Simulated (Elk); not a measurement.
Planning a run of Elk 11.2.3 (patched build) on InP (F-43m). The input:

```
tasks
  0

xctype
  20

rgkmax
  8.5

gmaxvr
  18.0

lmaxapw
  10

lmaxo
  8

nxlo
  2

lorbcnd
  .true.

autolinengy
  .true.

tshift
  .false.

ngridk
  6 6 6

swidth
  0.0005

maxscl
  80

vkloff
  0.05 0.15 0.25

nempty
  10

sppath
  './'

avec
  -0.0000000000 5.5378424082 5.5378424082
  5.5378424082 -0.0000000000 5.5378424082
  5.5378424082 5.5378424082 -0.0000000000

atoms
  2
  'In.in'
  1
  0.0000000000 0.0000000000 0.0000000000
  'P.in'
  1
  0.2500000000 0.2500000000 0.2500000000
```

The database entry behind the starting cell differs from later determinations by our own check (0.1 to 0.3 % short, probably kX units), so it need not match the best structure at ambient conditions.

```sh
OMP_NUM_THREADS=8 elk > log
```

**Question.** Estimate wall time and host memory on 8 threads of Arm Neoverse V2, shared host.

It took 73 s; on shared hardware allow 36 s to 2.4 min. Peak host memory was 0.29 GiB.

[Paths, hosts, dates, memory and timing lines, banners, echoed tables and standing remarks are left out of the program output.]

[Logs are printed without paths, hosts, clocks, repeated set-up lines and the standing remarks that a program may print on its own settings, such as how far it seeks lower states.]

[Runs of the session that timed out or met a known fault of the program may be left out.]

[Hosts, paths, dates, database ids (printed as entryN), source tags and the programs' standing remarks are cut or masked in the printed files.]
